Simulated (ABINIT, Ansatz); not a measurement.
Planning a run of ABINIT 10.8.3 on SnO2 (Cassiterite). The input:

```
acell 3*1.0 Angstrom
rprim 
  4.738000000000 0.000000000000 0.000000000000
  0.000000000000 4.738000000000 0.000000000000
  0.000000000000 0.000000000000 3.186500000000
ntypat 2
znucl 50 8
natom 6
typat 1 1 2 2 2 2
xred 
  0.000000000000 0.000000000000 0.000000000000
  0.500000000000 0.500000000000 0.500000000000
  0.307100000000 0.307100000000 0.000000000000
  0.192900000000 0.807100000000 0.500000000000
  0.692900000000 0.692900000000 0.000000000000
  0.807100000000 0.192900000000 0.500000000000
pp_dirpath "pseudos"
pseudos "Sn.upf, O.upf"
ecut 42
ngkpt 4 4 4
nshiftk 1
shiftk 0 0 0
kptopt 1
chksymbreak 0
istwfk *1
occopt 1
irdwfk 1
optdriver 99
bs_calctype 1
mbpt_sciss 1.583 eV
bs_loband 27
nband 36
bs_exchange_term 1
bs_coulomb_term 11
bs_coupling 1
bs_algorithm 1
bs_freq_mesh 0 7 0.05 eV
zcut 0.15 eV
ecuteps 3.6
ecutwfn 21
inclvkb 2
irdscr 1
indata_prefix "in"
outdata_prefix "out"
tmpdata_prefix "tmp"
```

```sh
OMP_NUM_THREADS=1 mpirun -n 8 abinit run.abi > log
```

Question: How long will it take on 8 MPI ranks of Arm Neoverse V2, shared host, and how much memory?

It took 59 s; on shared hardware allow 29 s to 2 min. Peak host memory was 1.2 GiB.

The kernel grows as the square of the matrix size, and full diagonalisation as its cube.

[Paths, hosts, dates, memory and timing lines, banners, echoed tables and standing remarks are left out of the program output.]

[Logs are printed without paths, hosts, clocks, repeated set-up lines and the standing remarks that a program may print on its own settings, such as how far it seeks lower states.]

[Runs of the session that timed out or met a known fault of the program may be left out.]

[Hosts, paths, dates, database ids (printed as entryN), source tags and the programs' standing remarks are cut or masked in the printed files.]

[G0W0 gaps are taken among the corrected bands and points alone; a level outside them can change the order at an edge.]

[Where Ansatz stands beside ABINIT at settings called matched, ABINIT's density can come from a denser mesh and the files from another edition; pairs whose starting gaps differed by over 0.03 eV were left out, so agreement reads better than it is.]
